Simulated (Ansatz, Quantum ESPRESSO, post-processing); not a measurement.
# Ballistic transmission: vacuum gap of 6.0 Å between two Pt(100) faces, part 5 of 5

Aim: the zero-bias transmission with pwcond for this junction: vacuum gap of 6.0 Å between two Pt(100) faces.

Quantum ESPRESSO 7.5; plane-wave DFT, LDA, GBRV ultrasoft pseudopotentials; cross-check by Ansatz 0.2.0 with PAW datasets.

So far. Step 3 (Transmission with pwcond.x): The run is unpolarised; a magnetic state was not tried, may lie lower and would change T. Step 3 (Transmission with pwcond.x): At no point does T exceed the number of channels.

## Step 6: The same in Ansatz

As a check, the same structure is run in Ansatz.

Level of this step: plane-wave DFT, LDA, Ansatz PAW (Ansatz 0.2.0).

input.yaml

```yaml
crystal:
  lattice:
    - [2.8072139213, 0.0, 0.0]
    - [0.0, 2.8072139213, 0.0]
    - [0.0, 0.0, 35.775]
  atoms:
    - { symbol: Pt, position: [0.0, 0.0, 0.0] }
    - { symbol: Pt, position: [0.5, 0.5, 0.0554856744] }
    - { symbol: Pt, position: [0.0, 0.0, 0.1109713487] }
    - { symbol: Pt, position: [0.5, 0.5, 0.1664570231] }
    - { symbol: Pt, position: [0.0, 0.0, 0.2219426974] }
    - { symbol: Pt, position: [0.5, 0.5, 0.2774283718] }
    - { symbol: Pt, position: [0.0, 0.0, 0.3329140461] }
    - { symbol: Pt, position: [0.5, 0.5, 0.3883997205] }
    - { symbol: Pt, position: [0.0, 0.0, 0.5561146052] }
    - { symbol: Pt, position: [0.5, 0.5, 0.6116002795] }
    - { symbol: Pt, position: [0.0, 0.0, 0.6670859539] }
    - { symbol: Pt, position: [0.5, 0.5, 0.7225716282] }
    - { symbol: Pt, position: [0.0, 0.0, 0.7780573026] }
    - { symbol: Pt, position: [0.5, 0.5, 0.8335429769] }
    - { symbol: Pt, position: [0.0, 0.0, 0.8890286513] }
    - { symbol: Pt, position: [0.5, 0.5, 0.9445143256] }
kpoints:
  mp_grid: { grid: [8, 8, 1] }
hamiltonian:
  xc: lda
scf:
  occupations: { method: fermi_dirac, width: 0.1 }
  convergence: { dr2_threshold: 1.0e-08 }
output:
  transmission: { leads: [[0, 2]], e_range: [-0.4, 0.4], de: 0.4, kmesh: [12, 12] }
  write_potential: true
  write_density: true
  volumetric_format: npy
  elf: true
```

Started as:

```
ansatz run input.yaml --threads 4 --pin off --max-ram 8192MiB --backend cpu --events-out ev --progress --plain --runs-dir out
```

Numbers of over 12 decimals in the logs are rounded to 6 here.

Output:

```text
Engine: ansatz 0.2.0, aarch64-unknown-linux-gnu
Pseudopotentials: kind: paw
Pseudopotential: Pt, paw, valence charge 18, recommended cutoff 420 eV (normal), Pt.paw.azcp
Functional definition: SPW92
  exchange = slater_x
  correlation = pw_c
Crystal: 16 atoms, lattice volume = 281.923 Å³
Basis set: ecut = 420 eV, 5595 PW (Γ)
Bands: 173, of which v1, the nominal top of the filled ones, is band 144 counted from 1 (143 counted from 0)
Symmetry: 16 space group operations
Space group: P4/nmm (ITA 129), of the structure as read, at distance tolerance 6.6e-5 Å
k-points: 15 of 64
Non-local potential: Pt, projectors of the file, l = 0: 3, l = 1: 2, l = 2: 2, l = 3: 1
PAW form: soft (Blöchl's): semilocal exchange-correlation on the pseudo side does not see the compensation charge
PAW frozen core: Pt, regenerated for the run's functional, and the local potential with it (the file was generated under x = pbe(κ = 0.804, μ = 0.219515), c = pbe(β = 0.066725))
PAW one-centre angular grid: Pt, 590 points (default); XC on 64 Gauss nodes
Initial density: superposition of atomic densities (neutral atoms: chi_scale 0, normalization atom), corrected by the library's trained network
Initial wavefunctions: pseudopotential atomic-orbital guess
Functional: x = slater, c = lda
SCF iter   1: F=—  HF=-195917.321405 eV  |F-HF|=—  |Δ(HF+E_count)|=         —  Δρ=2.49e-2  dr2=1.09e2  ethr=1.77e-3  ⟨swp⟩=6.2  Hψ=8887  notcnv=0  defer=79
preconditioner: auto → LDOS  [metal: Δε(μ)=0.007 eV  Ē_g=7.941 eV  σ=0.100 eV  W_gap=0.02  n_scr=98 (ndim 8)  ℏωp=28.0 eV  f_vac=0.091  D(μ)=27.80/eV (n_scr^D=336)  β→1.0]
SCF iter   2: F=—  HF=-195916.984127 eV  |F-HF|=—  |Δ(HF+E_count)|=   3.37e-1  Δρ=6.94e-3  dr2=4.05e0  ethr=1.77e-3  ⟨swp⟩=1.7  Hψ=3023  notcnv=0  defer=114
SCF iter   3: F=—  HF=-195916.957240 eV  |F-HF|=—  |Δ(HF+E_count)|=   2.69e-2  Δρ=2.32e-3  dr2=1.55e-1  ethr=1.41e-3  ⟨swp⟩=1.7  Hψ=2525  notcnv=0  defer=138
SCF iter   4: F=—  HF=-195916.949214 eV  |F-HF|=—  |Δ(HF+E_count)|=   8.03e-3  Δρ=7.94e-4  dr2=1.69e-2  ethr=5.40e-5  ⟨swp⟩=1.9  Hψ=3054  notcnv=0  defer=163
SCF iter   5: F=—  HF=-195916.948836 eV  |F-HF|=—  |Δ(HF+E_count)|=   3.78e-4  Δρ=3.53e-4  dr2=3.01e-3  ethr=5.88e-6  ⟨swp⟩=1.7  Hψ=3225  notcnv=0  defer=163
SCF iter   6: F=—  HF=-195916.948737 eV  |F-HF|=—  |Δ(HF+E_count)|=   9.93e-5  Δρ=1.53e-4  dr2=6.79e-4  ethr=1.04e-6  ⟨swp⟩=1.5  Hψ=2557  notcnv=0  defer=163
SCF iter   7: F=—  HF=-195916.948755 eV  |F-HF|=—  |Δ(HF+E_count)|=   1.82e-5  Δρ=5.51e-5  dr2=2.50e-5  ethr=2.36e-7  ⟨swp⟩=1.3  Hψ=2599  notcnv=0  defer=163
SCF iter   8: F=—  HF=-195916.948751 eV  |F-HF|=—  |Δ(HF+E_count)|=   3.29e-6  Δρ=2.66e-5  dr2=1.19e-5  ethr=8.68e-9  ⟨swp⟩=2.1  Hψ=3592  notcnv=0  defer=163
SCF iter   9: F=—  HF=-195916.948274 eV  |F-HF|=—  |Δ(HF+E_count)|=   4.77e-4  Δρ=1.14e-5  dr2=1.45e-6  ethr=4.14e-9  ⟨swp⟩=2.2  Hψ=3240  notcnv=0  defer=116
SCF iter  10: F=—  HF=-195916.948274 eV  |F-HF|=—  |Δ(HF+E_count)|=   7.77e-8  Δρ=5.16e-6  dr2=2.95e-7  ethr=5.03e-10  ⟨swp⟩=2.0  Hψ=3100  notcnv=0  defer=116
SCF iter  11: F=—  HF=-195916.948274 eV  |F-HF|=—  |Δ(HF+E_count)|=   1.14e-8  Δρ=2.34e-6  dr2=4.01e-8  ethr=1.02e-10  ⟨swp⟩=1.9  Hψ=3162  notcnv=0  defer=116
SCF iter  12: F=—  HF=-195916.948274 eV  |F-HF|=—  |Δ(HF+E_count)|=   6.46e-9  Δρ=9.50e-7  dr2=1.02e-8  ethr=3.47e-12  ⟨swp⟩=10.6  Hψ=8483  notcnv=0
SCF iter  13: F=-195916.948274 eV  HF=-195916.948274 eV  |F-HF|=1.60e-9  |Δ(HF+E_count)|=  5.24e-10  Δρ=4.03e-7  dr2=1.77e-9  ethr=3.47e-12  ⟨swp⟩=2.0  Hψ=3856  notcnv=0
SCF 1 converged in 13 iterations: F = -195916.948274 eV  dr2 = 1.77e-9
  greatest PAW one-centre occupation: 1.000 electrons in one spin orbital (limit 2), on the Pt atom at site 10 (counted from 0), in its partial waves of l = 0
transmission: 192 of 1904 steps passed
transmission: 381 of 1904 steps passed
[...]
transmission: 1904 of 1904 steps passed
SCF converged after 13 iterations
Free energy (F): -195916.948274 eV
Harris-Foulkes:  -195916.948274 eV  (|F-HF|=1.60e-9)
Internal energy: -195915.990042 eV  (E = F + TS)
E sigma→0 (E₀):  -195916.469158 eV
Entropy (-TS):   -0.958232 eV (-59.889 meV/atom)
Fermi energy:    18.740977 eV
--- Per-component energies (eV) ---
  E_band       = -3324.210281
  E_kinetic    = 10186.282690
  E_local      = -97226.936901  (includes V_loc(G=0)·N_el)
  E_nonlocal   = 3311.802213
  E_hartree    = 44973.149952
  E_xc         = -4153.656386
  E_vxc        = -4827.444626  (∫ρ·V_xc dr)
  E_paw        = -146840.080725  (= ΣΔE_a)
  E_vpaw       = -4714.214297  (= ΣTr[D̂ρ^β])
  E_aug_tail   = 0.002882  (compensation charges beyond the density's cutoff)
  E_ewald      = -6173.975679
  E_core_change = 7.421911  (= ΣΔE_core)
  E_smearing   = -0.958232  (= −TS)
  E_closure    = -0.000000  (closes the sum)
  Σ components = -195916.948274   (vs F -195916.948274, Δ=0.00e0)
--- Band table (eV; the first three rows and the last of 15) ---
  k-point 0: bands = [... 140 lower, 18.2419, 18.2419, 18.2772, 18.4197, 18.5519, 18.5807, 18.5807, 18.6631, ... 25 higher]
  k-point 1: bands = [... 140 lower, 17.9580, 18.1019, 18.1797, 18.1843, 18.2985, 18.3998, 18.5305, 18.5942, ... 25 higher]
  k-point 2: bands = [... 140 lower, 17.9975, 18.0157, 18.2008, 18.4063, 18.4812, 18.5982, 18.6304, 18.7447, ... 25 higher]
  k-point 14: bands = [... 140 lower, 19.2458, 19.2458, 19.7519, 19.7519, 20.8293, 20.8293, 21.4527, 21.4527, ... 25 higher]
--- Transmission ---
  basis      : 69 plane waves across, 68 finite elements along
  points     : 28, standing for a mesh of 12 x 12
  energies   : 3 from -0.400000 to 0.400000 eV about the Fermi level, 0.400000 eV apart; the leads are filled to 0.000000 eV, and channels, transmission and decay are at 0.000000 eV
  crystal 0  : Pt2, at the sites [0, 2], period 3.9700 Å, over 31.76 Å; its Hamiltonian steps by up to 3.1 meV
    offset         : up to 0.0000 Å between an atom of the period and one for which it stands
    channels       : 2.000000e0 a spin
    conductance    : none, the energies end too early or step too widely for 300 K: set another output.transmission.e_range or a lower de, or, where they end at an eighth of basis.ecutwfc, a higher one
    slowest decay  : 0.0263 /Å at (0.4167, 0.1667)
  junction   : crystal 0 to crystal 0, -0.29 to 31.51 Å
    transmission   : 5.808220e-3 a spin
    conductance    : none, the energies end too early or step too widely for 300 K: set another output.transmission.e_range or a lower de, or, where they end at an eighth of basis.ecutwfc, a higher one
```

Wall time 26 s (4 threads of Arm Neoverse V2, shared host); peak memory 1.3 GiB.

Read from the output:

| Quantity | Value |
| --- | --- |
| free energy | -195916.9483 eV |
| energy at zero smearing | -195916.4692 eV |
| smearing term TS | 0.9582 eV |
| Fermi energy | 18.74 eV |
| symmetry operations | 16 |
| transmission at the Fermi level, one spin | 0.005808 |
| lead channels at the Fermi level, one spin | 2 |
| step of the lead's Hamiltonian over a period | 3.1 meV |

Per spin; mean over the k mesh across the current. Transmission, zone mean against energy, zero at the Fermi level:

```tsv
energy (eV)	transmission, zone mean
-0.400	0.0129
0.000	0.00581
0.400	0.00497
```

Per spin; mean over the k mesh across the current. Table of open channels, zone mean by energy, zero at the Fermi level:

```tsv
energy (eV)	open channels, zone mean
-0.400	2.22
0.000	2
0.400	1.01
```

ELF in the ca plane at fractional y = 0.000, with atoms of Pt within 0.2 Å of it. It is the smooth field of the valence electrons, not physical close to the nuclei.

Ten even steps from '0' (0.00) to '9' (0.68), each cell a mean:
```
12358999632221110000001236899863212358998532
22335886433332210000001234688643222346886432
33333453333343321000000123444333333333443333
43333333333444321000000123443333333333333333
33333443333444321000000123443333333333443333
33334664333333210000001234566433333334664333
22347997532222110000001235799853222347997432
12359999632211100000001246999963212369999632
```
Columns run along c (16.0 Å, from fractional 0.28 to 0.72 of the cell), rows up along a (2.8 Å). Atoms in or near the plane, at fractional coordinates: Pt at (0.33, 0.00), Pt at (0.56, 0.00), Pt at (0.67, 0.00).

Electrostatic potential energy in the ca plane at fractional y = 0.000, with atoms of Pt within 0.2 Å of it. With pseudopotentials it is smooth inside the atoms' cores, unlike the true potential.

Values in eV, 5 rows by 16 columns, each cell a mean:
```
 22 -15 -43  17  23  24  25  25  23 -15 -42  17  21 -17 -41  17
 20  13   4  20  21  24  25  25  24  14   4  20  20  12   5  20
 19  20  18  20  20  24  25  25  24  21  18  20  19  20  18  20
 21   5 -12  19  22  24  25  25  24   5 -11  19  21   3 -11  19
 22 -21 -50  15  24  25  25  25  23 -21 -49  16  22 -24 -48  16
```
Columns run along c (16.0 Å, from fractional 0.28 to 0.72 of the cell; values clipped at the 3rd and 97th percentile), rows up along a (2.8 Å). Atoms in or near the plane, at fractional coordinates: Pt at (0.33, 0.00), Pt at (0.56, 0.00), Pt at (0.67, 0.00).

Ansatz finds T = 0.00581 against pwcond's 0.00536.

## Step 7: All levels side by side

All levels:

```tsv
step	T at the Fermi level (per spin)	conductance (G0)	r.m.s. T(E) from the first	CPU time of the step (s)	peak memory (GiB)
Ansatz	0.005808	-	0	89.93	1.337
pwcond	0.005356	0.005356	2.70e-4	486.5	0.26
pwcond, changed setting	0.005638	0.005638	4.71e-4	389.5	0.26
```

Per spin; mean over the k mesh across the current. Transmission, zone mean against energy, zero at the Fermi level:

```tsv
energy (eV)	Ansatz	pwcond	pwcond, changed setting
-0.400	0.0129	0.0129	0.0121
0.000	0.00581	0.00536	0.00564
0.400	0.00497	0.00486	0.00489
```

## Step 8: Worked from the printed numbers

The Landauer sum over the mesh, Σ w T = 0.0278 × 0.0493 + 0.0556 × 0.0145 + 0.0278 × 0.0247 + … = 0.005356.

G = 0.00536 × 77.48 µS = 0.415 µS a cell. Times the area of 7.880 Å², the resistance-area product is A/G = 190 fΩ m², the leads' contact resistance included.

## Step 9: Outcome

```json
{
  "conductance from T at the Fermi level, a cell (G₀ = 2e²/h)": "0.00536 G₀",
  "conductance per area": "5.27 S/μm²",
  "lead channels per spin": "1.94",
  "the same conductance by Ansatz": "0.00581 G₀"
}
```

The junction conducts 0.00536 G₀ a cell at the Fermi level (LDA, GBRV ultrasoft). At the Fermi level the junction passes 0.28 % of what the leads offer, the tunnelling regime. At the Fermi level pwcond and Ansatz differ by 7.8 %. The codes count unlike numbers of lead channels on 6 % of the mesh. Points with over 2.5 times the mean carry 66 % of T, so the mean leans on few points, and the mesh was not tested. Over -0.4 to 0.4 eV, T lies between 0.0049 and 0.013 per spin. The geometry is as built, not relaxed, and the leads are short. Semilocal functionals lack the image potential in a vacuum gap. Spin-orbit coupling is left out; depending on the atoms that carry the levels of interest, it can split and shift them by tenths of an eV to an eV or more.

[Logs are printed without paths, hosts, clocks, repeated set-up lines and the standing remarks that a program may print on its own settings, such as how far it seeks lower states.]

[Hosts, paths, dates, database ids (printed as entryN), source tags and the programs' standing remarks are cut or masked in the printed files.]

[Maps of the electrostatic potential energy from Ansatz leave out the sawtooth potential of an applied field or a dipole correction, so their vacuum need not be flat; planar profiles and work functions include it.]
